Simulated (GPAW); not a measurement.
# Calculated records

Quasiparticle gap of NiO2 (P-3m1) in GPAW. Symmetry: P-3m1, No. 164, trigonal system. The conventional cell has a = 2.799 Å, b = 2.799 Å, c = 4.618 Å, α = 90.00°, β = 90.00°, γ = 120.00°. Ni has 6 O at 1.88 Å nearest. Nearest to O lie 3 Ni at 1.88 Å. Farther neighbours and most contacts between anions are not listed. The calculation used DFT, LDA, plane waves, PAW (and 1 further level or step) in GPAW 26.7.0, with cutoff 600 eV, GPAW PAW setups 1.2.1 data release, 6×6×4 k-mesh, nbands 60 in one of its runs. The LDA gap is 0.96 eV, indirect and the G0W0 gap on the mesh is 2.15 eV. The G0W0 gap over the zone (rigid shift) is 2.10 eV and the GW settings are 6×6×4 mesh, 50 bands, screening to 80 eV, Godby-Needs plasmon pole. The known limits are not at the basis limit; no spin polarisation; d states lean on the start; coarse k mesh. It took 4 runs, 55 s in all on 4 MPI ranks of Arm Neoverse V2, shared host (the runs of this entry). G0W0 moves the gap on the mesh from 1.00 eV to 2.15 eV (+1.15 eV), with Z of 0.70 and 0.72 at the edges. The mesh misses the band edges by 0.04 eV in all; a rigid shift gives 2.10 eV for the zone. This run has no spin polarisation, although Ni can carry a moment. The cell and positions are those that the Materials Project relaxed with its own functionals (PBE, PBE+U or r2SCAN), kept fixed. Only 3 of the mesh's irreducible points were corrected, so a valley elsewhere could overtake. Bands and cutoff are finite, so the gap is not at the basis limit. The miss can reach some tenths of an eV and take either sign; the mesh is an error of its own. The 6×6×4 mesh is coarse for this cell, which bears on the long-range parts of exchange and screening. The runs have no spin polarisation. For a closed low-spin shell that is the natural state; where a d or f shell is open it is a constraint, and the gap is then not the crystal's own.

```xyz
3
Lattice="2.7988 0.0000 0.0000 -1.3994 2.4238 0.0000 0.0000 0.0000 4.6183" Properties=species:S:1:pos:R:3 pbc="T T T"
Ni    0.0000    0.0000    2.3091
O     1.3994    0.8079    3.2607
O     0.0000    1.6159    1.3576
```

[Paths, hosts, dates, memory and timing lines, banners, echoed tables and standing remarks are left out of the program output.]

[Logs are printed without paths, hosts, clocks, repeated set-up lines and the standing remarks that a program may print on its own settings, such as how far it seeks lower states.]

[Runs of the session that timed out or met a known fault of the program may be left out.]

[Hosts, paths, dates, database ids (printed as entryN), source tags and the programs' standing remarks are cut or masked in the printed files.]
